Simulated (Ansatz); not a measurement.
# Al (Aluminum, Fm-3m): phonons against volume, part 2 of 3

Aim: how the vibrations of Aluminum shift with volume, and the expansion that follows.

Measurements to reproduce:
- volume expansion coefficient 69 1e-6/K and heat capacity C_P per formula unit 24.2 J/mol/K near room temperature (given in “High-Throughput Prediction of Finite-Temperature Properties using the Quasi-Harmonic Approximation”, 2016, arXiv:1603.06924)

Ansatz 0.2.0; DFT LDA, scalar-relativistic, plane waves, PAW; PAW set soft_1.

So far. Step 2 (A first coarse run): The start is under -3.7 GPa at this level and looks like a metal on this mesh. Step 4 (Tight relaxation): The residual pressure is -7.0e-4 GPa, small enough for phonons.

## Step 5: Phonons, V/V0 1

Phonons at this volume give one point of F(V, T); meshes stay fixed along the series.

input.yaml reads:

```yaml
crystal:
  lattice:
    - [0.0, 1.9910559224, 1.9910559224]
    - [1.9910559224, 0.0, 1.9910559224]
    - [1.9910559224, 1.9910559224, 0.0]
  atoms:
    - { symbol: Al, position: [0.0, 0.0, 0.0] }
kpoints:
  mp_grid: { grid: [20, 20, 20] }
hamiltonian:
  xc: lda
  pseudopotentials: { kind: paw, azcp: { folder: soft_1 }, xc_functional: pbe }
scf:
  occupations: { method: methfessel_paxton, width: 0.2 }
  lower_state_search: "off"
output:
  eigenvalues: true
phonons:
  method: dfpt
  qmesh: [4, 4, 4]
  temperatures: { t_max: 1000, t_step: 50 }
  qpath:
    path:
      - [[0.0, 0.0, 0.0], [0.5, 0.0, 0.5], [0.625, 0.25, 0.625]]
      - [[0.375, 0.375, 0.75], [0.0, 0.0, 0.0], [0.5, 0.5, 0.5], [0.5, 0.25, 0.75], [0.5, 0.0, 0.5]]
    npoints: 10
```

Started as:

```bash
> ansatz run input.yaml --threads 8 --pin off --max-ram 16384MiB --backend cpu --events-out ev --progress --plain --runs-dir out
```

Numbers of over 12 decimals in the logs are rounded to 6 here.

What it wrote:

```text
[...]
Crystal: 1 atoms, lattice volume = 15.786 Å³
Basis set: ecut = 420 eV, 331 PW (Γ), exchange–correlation on 40×40×40 points (8 copies of the dense FFT grid, shifted against one another)
Bands: 6, of which v1, the nominal top of the filled ones, is band 2 counted from 1 (1 counted from 0)
Symmetry: 48 space group operations
k-points: 256 of 8000
[...]
SCF iter   1: F=—  HF=-512.932763 eV  |F-HF|=—  |Δ(HF+E_count)|=         —  Δρ=2.14e-2  dr2=7.42e-2  ethr=3.10e-3  ⟨swp⟩=4.4  Hψ=12782  notcnv=0
[...]
SCF iter   6: F=-512.876851 eV  HF=-512.876851 eV  |F-HF|=0.00e0  |Δ(HF+E_count)|=  1.36e-11  S|Δr|=    0.00e0  Δρ=5.69e-8  dr2=2.73e-13  ethr=1.00e-12  ⟨swp⟩=5.9  Hψ=5669  notcnv=0
SCF 1 converged in 6 iterations: F = -512.876851 eV  dr2 = 2.73e-13
[...]
NSCF: frozen V_eff on 256 k-points
WARN: eigensolver did not converge in 7 slots of this pass, the one above among them; of largest residual over every band (k=46): 1 band(s) unlocked (lowest unlocked band 5, counted from 0; max residual 4.20e-3 eV among the unlocked bands, 4.20e-3 eV over every band); of lowest unlocked band (k=1): band 5
[...]
DFPT response loops at q = (0, 0, 0) (fractional): preconditioner auto → Kerker (q_TF=auto, 2.069 Å⁻¹) (partly filled bands, converged f_vac=0.000); β = 1.00, the filter's whole step (`scf.mixing.beta` (0.50) is not read by the response loops under this deck's `scf.mixing.preconditioner`; to damp them name `kerker` or `kerker_dos`, under which they read `scf.mixing.beta`, and type it under 1.00, their step now; both keys bind the ground state too); Broyden in place of MSR1
[...]
SCF converged after 6 iterations
[...]
Free energy (F): -512.876851 eV
[...]
Internal energy: -512.876500 eV  (E = F + TS)
E sigma→0 (E₀):  -512.876763 eV
Entropy (-TS):   -0.000351 eV (-0.351 meV/atom)
Fermi energy:    8.240320 eV
[...]
--- Band table (eV; the first three rows and the last of 256) ---
[...]
--- Phonons (Γ-DFPT): 1 representative perturbation + reference (Σ response iterations 3) ---
  ASR residual: 3.186e-5 → 0.000e0 eV/Å²; symmetrization residual: 5.921e-16 eV/Å²
  ASR residual per site (eV/Å²): 3.19e-5
  Γ frequencies (cm⁻¹): 0.00 0.00 0.00
--- Phonons (arbitrary-q DFPT): 8 irreducible q on the 4×4×4 mesh ---
  q = [0.0000, 0.0000, 0.0000] (star 1, of the zone-centre solve; hermiticity 2.36e-12, symmetrization 1.86e-11): -0.00 0.00 0.00
  q = [0.0000, 0.0000, 0.2500] (star 8, 1 solved perturbation on 4200 of 8000 k-point pairs; hermiticity 2.11e-14, symmetrization 1.35e-14): 113.99 113.99 235.52
[...]
q = [0.0000, 0.2500, 0.2500] (star 6, 2 solved perturbations in 3420 linear systems a pass and spin channel, the states on 2210 of 8000 k-point pairs; hermiticity 1.44e-15, symmetrization 4.54e-15): 141.45 141.45 243.33
[...]
sum rule: each row above includes the acoustic sum rule's correction from the zone centre's row sums; it moved no ω² by more than (0.57 cm⁻¹)²
  mesh force constants: q→R imaginary residual 0.00e0; ASR residual 3.186e-5 → 0.000e0 eV/Å²; symmetrization residual 2.665e-15 eV/Å²
  interpolated dispersion: 62 rows × 3 modes
  density of states and harmonic sums: on the 28×28×28 q-mesh, interpolated from the force constants of a 4×4×4 supercell (no non-analytic term)
  largest difference from the sums on the solved wave vectors: F 9.37e-3 eV, S 1.34e-5 and C_V 4.03e-6 eV/K
  zero-point energy: 0.039735 eV/cell   skipped modes (ω ≤ 0): 3   left out of the sums: 4.56e-5 of the cell's modes: C_V's classical limit lies that fraction below 3 k_B per atom; for a crystal, a wire or a layer, F and S can be off by more, and a phonons.interpolated_qmesh denser along its periods is the remedy for the sampling
```

Elapsed: 27 s, on 8 threads of Arm Neoverse V1, shared host; peak memory 1.7 GiB; 2.9 min of CPU time.

This step gave:

- Γ frequencies: 0, 0, 0 cm⁻¹ (negative: imaginary)
- lowest frequency on the path: 0 cm⁻¹
- zero-point energy: 0.03974 eV/cell
- highest frequency: 331.0 cm⁻¹
- Debye temperature from the second moment: 414 K

No LO-TO term. Phonon branches along the path, in cm⁻¹:

```csv
point,branch 1,branch 2,branch 3
Γ,0,0,0
halfway,141,141,243
X,199,199,330
halfway,197,221,319
U,191,261,294
jump to K,191,261,294
halfway,134,173,251
Γ,0,0,0
halfway,114,114,236
L,142,142,331
halfway,176,218,307
W,223,273,273
halfway,210,227,311
X,199,199,330
```

The phonon branches as a text plot (rows in cm⁻¹):

```
    324 |           ****                        *****          **
    310 |         **    *                      *     **      **
    297 |        *       **                   *        **   *
    283 |                  ****                            *
    269 |       *          *   *             *           ***
    255 |                ** *   *                       *
    241 |      *        *                   *          *    **
    228 |              *     **                           **
    214 |    **                  *                    *  *  ***
    200 |           *****      *           *         *  *     ***
    186 |         **     ***                           *
    172 |   *    *          *   * **                * *
    159 |       *            **                    ***
    145 |      *               * *        *    *****
    131 |                       *            **
    117 |  * **                  *  *       *
    103 |                         **     * *
     90 |   *                     **
     76 |                                 *
     62 | **                        **
     48 |                               **
     34 | *                          *
     21 |                               *
      7 |*                            **
         Γ           X  U|K            Γ         L        W     X
```

Tetrahedra on 28 28 28, mean over bins of 5 cm⁻¹. Phonon density of states against wavenumber; read off at these points:

```csv
wavenumber (cm⁻¹),phonon density of states (1/cm⁻¹/cell)
2,0
12,2.0e-5
22,1.0e-4
28,1.5e-4
38,2.9e-4
48,4.8e-4
58,7.5e-4
62,8.9e-4
72,0.00126
82,0.00173
92,0.00232
102,0.00311
108,0.00361
118,0.00487
128,0.00677
138,0.0102
148,0.0166
152,0.0171
162,0.0180
172,0.0190
182,0.0199
188,0.0205
198,0.0220
208,0.0152
218,0.0120
228,0.00993
232,0.00996
242,0.00988
252,0.00964
262,0.00895
272,0.00594
278,0.0079
288,0.0233
292,0.0255
298,0.0245
308,0.0130
312,0.0103
322,0.00573
332,7.0e-5
```

Harmonic. Thermo, by row:

```csv
T (K),F_vib (meV/atom),S (J/mol-atom/K),C_V (J/mol-atom/K)
0,39.74,0,0
50,39.61,1.08,3.408
100,37.81,6.305,12.35
150,32.94,12.44,17.66
200,25.04,17.93,20.38
250,14.49,22.65,21.86
300,1.67,26.72,22.73
350,-13.11,30.27,23.29
400,-29.63,33.41,23.66
450,-47.68,36.21,23.92
500,-67.11,38.74,24.11
550,-87.79,41.04,24.25
600,-109.6,43.16,24.36
650,-132.5,45.11,24.45
700,-156.3,46.93,24.51
750,-181.1,48.62,24.57
800,-206.7,50.21,24.61
850,-233.1,51.7,24.65
900,-260.3,53.11,24.68
950,-288.1,54.44,24.71
1000,-316.7,55.71,24.73
```

Phonopy on the run's constants, 21x21x21 mesh, Gaussian sigma 2.6 cm⁻¹. The modes, Al by wavenumber; read off at these points:

wavenumber (cm⁻¹), modes, Al (1/cm⁻¹/cell) and a bar:
```
    -10.0     0.0000 
      0.0     0.0000 
     10.0     0.0000 
     20.0     0.0000 
     30.0     0.0003 
     40.0     0.0002 
     50.0     0.0011 #
     60.0     0.0005 #
     70.0     0.0013 #
     80.0     0.0012 #
     90.0     0.0028 ###
    100.0     0.0025 ###
    110.0     0.0046 #####
    120.0     0.0046 #####
    130.0     0.0073 #########
    140.0     0.0122 ##############
    150.0     0.0164 ###################
    157.6     0.0187 ######################
    160.0     0.0184 ######################
    170.0     0.0185 ######################
    173.4     0.0217 #########################
    180.0     0.0186 ######################
    190.0     0.0218 ##########################
    193.8     0.0242 ############################
    200.0     0.0179 #####################
    210.0     0.0154 ##################
    220.0     0.0110 #############
    230.0     0.0084 ##########
    236.8     0.0111 #############
    240.0     0.0106 ############
    250.0     0.0095 ###########
    260.0     0.0095 ###########
    270.0     0.0082 ##########
    280.0     0.0106 ############
    290.0     0.0236 ############################
    293.4     0.0256 ##############################
    300.0     0.0205 ########################
    310.0     0.0120 ##############
    320.0     0.0071 ########
    330.0     0.0016 ##
    340.0     0.0000
```

No mode is imaginary beyond numerical noise at the solved wavevectors.

## Step 6: Single point at a scaled cell, V/V0 1.015

Symmetry fixes every atom, so a single point at the scaled cell gives the energy and pressure of this member.

input.yaml, the sections that differ from step 5:

```yaml
crystal:
  lattice:
    - [0.0, 2.0009618363, 2.0009618363]
    - [2.0009618363, 0.0, 2.0009618363]
    - [2.0009618363, 2.0009618363, 0.0]
  atoms:
    - { symbol: Al, position: [0.0, 0.0, 0.0] }
output:
  forces: true
  stress: true
  eigenvalues: true
# kpoints, hamiltonian, scf: as in step 5
# phonons: removed
```

What it wrote:

```text
[...]
Crystal: 1 atoms, lattice volume = 16.023 Å³
Basis set: ecut = 420 eV, 331 PW (Γ)
Bands: 6, of which v1, the nominal top of the filled ones, is band 2 counted from 1 (1 counted from 0)
Symmetry: 48 space group operations
[...]
k-points: 256 of 8000
[...]
SCF iter   1: F=—  HF=-512.929866 eV  |F-HF|=—  |Δ(HF+E_count)|=         —  Δρ=2.10e-2  dr2=7.35e-2  ethr=3.10e-3  ⟨swp⟩=4.4  Hψ=12776  notcnv=0
[...]
SCF iter   5: F=-512.875963 eV  HF=-512.875963 eV  |F-HF|=2.66e-11  |Δ(HF+E_count)|=   1.17e-8  S|Δr|=    0.00e0  Δρ=7.95e-7  dr2=7.93e-11  ethr=4.97e-10  ⟨swp⟩=1.2  Hψ=4034  notcnv=0
SCF 1 converged in 5 iterations: F = -512.875963 eV  dr2 = 7.93e-11
[...]
SCF converged after 5 iterations
[...]
Free energy (F): -512.875963 eV
[...]
Internal energy: -512.875559 eV  (E = F + TS)
E sigma→0 (E₀):  -512.875862 eV
Entropy (-TS):   -0.000404 eV (-0.404 meV/atom)
Fermi energy:    8.080768 eV
[...]
--- Stress (GPa, compression-positive) ---
       -1.187145      -0.000000      -0.000000
       -0.000000      -1.187145      -0.000000
       -0.000000      -0.000000      -1.187145
  P = ⅓ Tr σ = -1.1871 GPa (-11.871 kbar)
--- Band table (eV; the first three rows and the last of 256) ---
[...]
```

Run time: 0.93 s. Hardware: 8 threads; peak memory 0.27 GiB; 2.4 s of CPU time.

Numbers from this step:

```yaml
pressure: -1.187 GPa
volume_per_atom: 16.02 Å³/atom
```

The run ends at a pressure of -1.19 GPa.

## Step 7: Lattice dynamics at this volume, V/V0 1.015

Phonons at this volume give one point of F(V, T); meshes stay fixed along the series.

input.yaml, the sections that differ from step 6:

```yaml
output:
  eigenvalues: true
phonons:
  method: dfpt
  qmesh: [4, 4, 4]
  temperatures: { t_max: 1000, t_step: 50 }
  qpath:
    path:
      - [[0.0, 0.0, 0.0], [0.5, 0.0, 0.5], [0.625, 0.25, 0.625]]
      - [[0.375, 0.375, 0.75], [0.0, 0.0, 0.0], [0.5, 0.5, 0.5], [0.5, 0.25, 0.75], [0.5, 0.0, 0.5]]
    npoints: 10
# crystal, kpoints, hamiltonian, scf: as in step 6
```

What it wrote:

```text
[...]
Crystal: 1 atoms, lattice volume = 16.023 Å³
Basis set: ecut = 420 eV, 331 PW (Γ), exchange–correlation on 40×40×40 points (8 copies of the dense FFT grid, shifted against one another)
Bands: 6, of which v1, the nominal top of the filled ones, is band 2 counted from 1 (1 counted from 0)
Symmetry: 48 space group operations
k-points: 256 of 8000
[...]
E sigma→0 (E₀):  -512.875862 eV
Entropy (-TS):   -0.000404 eV (-0.404 meV/atom)
Fermi energy:    8.080767 eV
[...]
--- Band table (eV; the first three rows and the last of 256) ---
[...]
ASR residual: 3.435e-5 → 0.000e0 eV/Å²; symmetrization residual: 6.106e-16 eV/Å²
  ASR residual per site (eV/Å²): 3.44e-5
  Γ frequencies (cm⁻¹): 0.00 0.00 0.00
--- Phonons (arbitrary-q DFPT): 8 irreducible q on the 4×4×4 mesh ---
[...]
interpolated dispersion: 62 rows × 3 modes
[...]
[key lines of the parts left out:]
SCF converged after 6 iterations
Free energy (F): -512.875962 eV
```

It took 27 s on 8 threads; peak memory 1.8 GiB; 2.9 min of CPU time.

No LO-TO term. Phonon branches along the path, in cm⁻¹:

```csv
point,branch 1,branch 2,branch 3
Γ,0,0,0
halfway,136,136,237
X,192,192,320
halfway,190,214,310
U,185,253,285
jump to K,185,253,285
halfway,131,167,243
Γ,0,0,0
halfway,110,110,229
L,137,137,322
halfway,171,212,298
W,216,265,265
halfway,204,220,302
X,192,192,320
```

The phonon branches as a text plot (rows in cm⁻¹):

```
    315 |           ****                        *****          **
    302 |         **    *                      *     **      **
    288 |        *       **                   *        *    *
    275 |                  ****                         *  *
    261 |       *          *   *             *           ***
    248 |                ** *   *                       *
    235 |      *        *                   *          *    **
    221 |                    **                           **
    208 |    **        *         *                    *  *  ***
    194 |           *****      *           *         *  *     ***
    181 |         **     ***                           *
    168 |   *    *          *   * **                * *
    154 |       *            **                    ***
    141 |      *               * *        *    *****
    127 |                       *            **
    114 |  * **                  *  *       *
    101 |                         **     * *
     87 |   *                     **
     74 |                                 *
     60 | **                        **
     47 |                               **
     34 | *                          *
     20 |                               *
      7 |*                            **
         Γ           X  U|K            Γ         L        W     X
```

No mode is imaginary beyond numerical noise at the solved wavevectors.

## Step 8: Single point at a scaled cell, V/V0 0.985

Symmetry fixes every atom, so a single point at the scaled cell gives the energy and pressure of this member.

input.yaml, the sections that differ from step 7:

```yaml
crystal:
  lattice:
    - [0.0, 1.9810504473, 1.9810504473]
    - [1.9810504473, 0.0, 1.9810504473]
    - [1.9810504473, 1.9810504473, 0.0]
  atoms:
    - { symbol: Al, position: [0.0, 0.0, 0.0] }
output:
  forces: true
  stress: true
  eigenvalues: true
# kpoints, hamiltonian, scf: as in step 7
# phonons: removed
```

What it wrote:

```text
[...]
Crystal: 1 atoms, lattice volume = 15.550 Å³
Basis set: ecut = 420 eV, 307 PW (Γ)
Bands: 6, of which v1, the nominal top of the filled ones, is band 2 counted from 1 (1 counted from 0)
Symmetry: 48 space group operations
[...]
k-points: 256 of 8000
[...]
Internal energy: -512.875635 eV  (E = F + TS)
E sigma→0 (E₀):  -512.875841 eV
Entropy (-TS):   -0.000275 eV (-0.275 meV/atom)
Fermi energy:    8.403354 eV
[...]
--- Stress (GPa, compression-positive) ---
        1.294882       0.000000      -0.000000
       -0.000000       1.294882      -0.000000
       -0.000000       0.000000       1.294882
  P = ⅓ Tr σ = 1.2949 GPa (12.949 kbar)
--- Band table (eV; the first three rows and the last of 256) ---
[...]
[key lines of the parts left out:]
SCF converged after 5 iterations
Free energy (F): -512.875910 eV
```

The job ended after 0.39 s (8 threads; peak memory 0.27 GiB).

The run ends at a pressure of 1.29 GPa.

## Step 9: Lattice dynamics at this volume, V/V0 0.985

Phonons at this volume give one point of F(V, T); meshes stay fixed along the series.

input.yaml, the sections that differ from step 8:

```yaml
output:
  eigenvalues: true
phonons:
  method: dfpt
  qmesh: [4, 4, 4]
  temperatures: { t_max: 1000, t_step: 50 }
  qpath:
    path:
      - [[0.0, 0.0, 0.0], [0.5, 0.0, 0.5], [0.625, 0.25, 0.625]]
      - [[0.375, 0.375, 0.75], [0.0, 0.0, 0.0], [0.5, 0.5, 0.5], [0.5, 0.25, 0.75], [0.5, 0.0, 0.5]]
    npoints: 10
# crystal, kpoints, hamiltonian, scf: as in step 8
```

What it wrote:

```text
[...]
Crystal: 1 atoms, lattice volume = 15.550 Å³
Basis set: ecut = 420 eV, 307 PW (Γ), exchange–correlation on 40×40×40 points (8 copies of the dense FFT grid, shifted against one another)
Bands: 6, of which v1, the nominal top of the filled ones, is band 2 counted from 1 (1 counted from 0)
Symmetry: 48 space group operations
k-points: 256 of 8000
[...]
E sigma→0 (E₀):  -512.875841 eV
Entropy (-TS):   -0.000275 eV (-0.275 meV/atom)
Fermi energy:    8.403354 eV
[...]
--- Band table (eV; the first three rows and the last of 256) ---
[...]
ASR residual: 3.233e-5 → 0.000e0 eV/Å²; symmetrization residual: 4.071e-16 eV/Å²
  ASR residual per site (eV/Å²): 3.23e-5
  Γ frequencies (cm⁻¹): 0.00 0.00 0.00
--- Phonons (arbitrary-q DFPT): 8 irreducible q on the 4×4×4 mesh ---
[...]
interpolated dispersion: 62 rows × 3 modes
[...]
[key lines of the parts left out:]
SCF converged after 6 iterations
Free energy (F): -512.875910 eV
```

The job ended after 27 s (8 threads; peak memory 1.7 GiB).

No LO-TO term. The phonon branches at the labelled points (cm⁻¹):

```csv
point,branch 1,branch 2,branch 3
Γ,0,0,0
halfway,147,147,250
X,206,206,339
halfway,204,228,329
U,198,269,302
jump to K,198,269,302
halfway,138,178,258
Γ,0,0,0
halfway,118,118,242
L,148,148,340
halfway,182,226,317
W,230,282,282
halfway,218,234,320
X,206,206,339
```

The phonon branches as a text plot (rows in cm⁻¹):

```
    333 |           ****                        *****         ***
    319 |         **    *                      *     **      *
    305 |        *       **                   *        **   *
    291 |                  ****                          * *
    277 |       *          *   *             *           ***
    262 |                ** *   *                       *
    248 |      *        *                   *          *    **
    234 |              *     **                           **
    220 |    **                  *                    *  *  ***
    206 |           ******     *           *         *  *      **
    192 |         **      **                           *
    177 |   *    *          *   * **                ***
    163 |       *            **                    **
    149 |      *               * *        *    *****
    135 |                       *            **
    121 |  * **                  *  *       *
    106 |                         **     * *
     92 |   *                     **
     78 |                           *     *
     64 | **                        **
     50 |                               **
     35 | *                          *
     21 |                               *
      7 |*                            **
         Γ           X  U|K            Γ         L        W     X
```

No mode is imaginary beyond numerical noise at the solved wavevectors.

(Continued in part 3 of 3.)

[Logs are printed without paths, hosts, clocks, repeated set-up lines and the standing remarks that a program may print on its own settings, such as how far it seeks lower states.]

[Hosts, paths, dates, database ids (printed as entryN), source tags and the programs' standing remarks are cut or masked in the printed files.]

[A step with changed settings may run another functional than the one named; its input shows which.]

[Of the runs on displaced cells, only some may be shown.]
